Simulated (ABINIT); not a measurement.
MgI2 (P-3m1): how ε∞ follows the gap

The empty bands of MgI2 (P-3m1) are shifted up rigidly by Δ, and ε∞ along x is computed for each shift. x, y and z are the Cartesian axes of the input cell.

The structure is trigonal, space group P-3m1 (No. 164). Conventional cell: a = 4.140 Å, b = 4.140 Å, c = 6.880 Å, α = 90.00°, β = 90.00°, γ = 120.00°. Around I on site d lie 3 Mg at 2.94 Å. Mg on site a has 6 I at 2.94 Å as nearest neighbours.

Method: ABINIT 10.8.3, PBE, independent particles, k-mesh 9×9×5, Lorentzian half width 0.04 eV.

Launch of the response step: `optic optic.abi`. The series took 3.7 min in all, its band step included, on 4 threads of Intel(R) Xeon(R) Processor @ 2.70GHz, on a shared host.

| Δ (eV) | ε∞ along x |
| --- | --- |
| 0.00 | ? |
| 0.40 | 4.776 |
| 0.80 | 4.570 |
| 1.20 | 4.387 |
| 1.60 | 4.222 |
| 2.00 | 4.074 |

With one effective transition at E₀ and fixed dipole strength, ε∞ − 1 = A/(E₀ + Δ), so 1/(ε∞ − 1) is linear in Δ.

Working, on the rows shown:

| x = Δ (eV) | y = 1/(ε∞ − 1) |
| --- | --- |
| 0.4 | 0.264831 |
| 0.8 | 0.280112 |
| 1.2 | 0.295247 |
| 1.6 | 0.310366 |
| 2 | 0.325309 |

Means: x̄ = 1.2, ȳ = 0.29517. Σ(x − x̄)(y − ȳ) = 0.06048, Σ(x − x̄)² = 1.6. Slope = 0.06048 / 1.6 = 0.0378; intercept = ȳ − slope · x̄ = 0.24981. Turned back into ε∞ along x, the line misses the rows shown by at most 0.0014.

Problem. What does the fit predict for the withheld row, and how well does it do?

Solution. At x = 0 the line gives y = 0.24981, that is 5.003. The run gave 5.009, so the extrapolation is off by 0.0059, 0.6 % of the range in the table.

Refitted with all rows, the slope is 0.03794 and the intercept 0.24962. These give E₀ = intercept/slope = 6.6 eV, far above the least direct gap of 3.63 eV: most of the screening comes from transitions well over the edge. Over the first step ε∞ falls by 12 % per eV. The cell comes from an older database entry, whose edges can be off by a per cent or so. Excitons are left out and so are local fields; PBE gaps are as a rule too small. The values come from a sum over the points of one k-mesh and carry its error, which grows as the direct gap shrinks. Spin-orbit coupling is left out.
